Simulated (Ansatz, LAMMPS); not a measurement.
# Static equation of state of Zn34Te25S9 with crystalline order left by the classical run (68 atoms)

Density of this cell: 4.91 g/cm³. The cell holds 68 atoms: 34 Zn, 25 Te and 9 S. Cell: a = 13.085 Å, b = 11.479 Å, c = 12.949 Å, α = 92.2°, β = 83.2°, γ = 88.4°. The starting structure: 68 atoms (34 Zn, 25 Te, 9 S) placed at random at 4.97 g/cm³, melted at 2500 K for 10 ps at fixed volume with the Stillinger-Weber II-VI potential (Zhou et al., Phys. Rev. B 88, 085309 (2013)). Quenched from 2500 K to 100 K at 5 K/ps and fixed volume, held 5 ps.

Calculated with Ansatz 0.2.0: Kohn-Sham DFT, PBE, PAW (set soft_1), plane waves; cutoff 420 eV, Γ point, gaussian smearing of 0.025 eV. Cell and atoms were relaxed first, to V0 = 28.365 Å³ an atom at a residual P0 = 0.000 GPa. The cell was then scaled evenly, and the atoms were relaxed at each volume.

| volume (Å³/atom) | pressure (GPa) |
| --- | --- |
| 25.528 | ? |
| 26.663 | 2.130 |
| 27.514 | 0.9948 |
| 29.215 | -0.9072 |
| 30.066 | -1.623 |

**Question.** Fit the third-order Birch–Murnaghan equation to the rows given and extrapolate to the withheld row.

**Working.**

Take the Eulerian strain f = ½[(V0/V)^(2/3) − 1] and the normalised pressure F = (P − P0) / [3f(1 + 2f)^(5/2)]. The third-order Birch–Murnaghan equation is then the line F = B0 + (3/2)B0(B′ − 4) f, so u = f and v = F.

| u = f | v = F (GPa) |
| --- | --- |
| 0.0210566 | 30.4114 |
| 0.0102569 | 30.7151 |
| -0.00975632 | 32.5769 |
| -0.0190503 | 31.3007 |

With n = 4: mean u = 6.2669e-4, mean v = 31.2510, Σ(u − ū)² = 0.0010051, Σ(u − ū)(v − v̄) = -0.037060. Slope b = -0.037060 / 0.0010051 = -36.871; intercept a = v̄ − b ū = 31.274.

So B0 = a = 31.3 GPa and B′ = 4 + 2b/(3a) = 3.21. At the withheld volume f = 0.03638, F = a + b f = 29.93 GPa, and P = P0 + 3f(1 + 2f)^(5/2) F.

Prediction at 25.528: 3.895 GPa. The run gave 3.273 GPa, so the fit is high by 0.62 GPa (19 % of the value).

The series isn't one smooth equation of state: even a line fitted to all rows, the withheld one included, misses F by up to 7.5 %, the count of bonds changes along the series and an atom moves over 0.5 Å in some relaxation. B0 and B′ are then only the numbers of this fit, not moduli of the material. Among the rows given, the largest miss of the fit is at 30.066, by 0.035 GPa (0.72 % of the range of the table).

Limits: Static cells at zero temperature; the cell shape is held. The program notes that the SCF threshold of these relaxations is loose for the stress. The quench rate of 5 K/ps is many orders above laboratory rates, so the cell is likely richer in defects and strain than a real sample. The network of bonds at the start is that of the classical potential that made the cell, and needn't be the one that DFT or experiment would give. Only the Γ point is sampled, in a cell whose shortest periodic width is 11 Å.

[Hosts, paths, dates, database ids (printed as entryN), source tags and the programs' standing remarks are cut or masked in the printed files.]
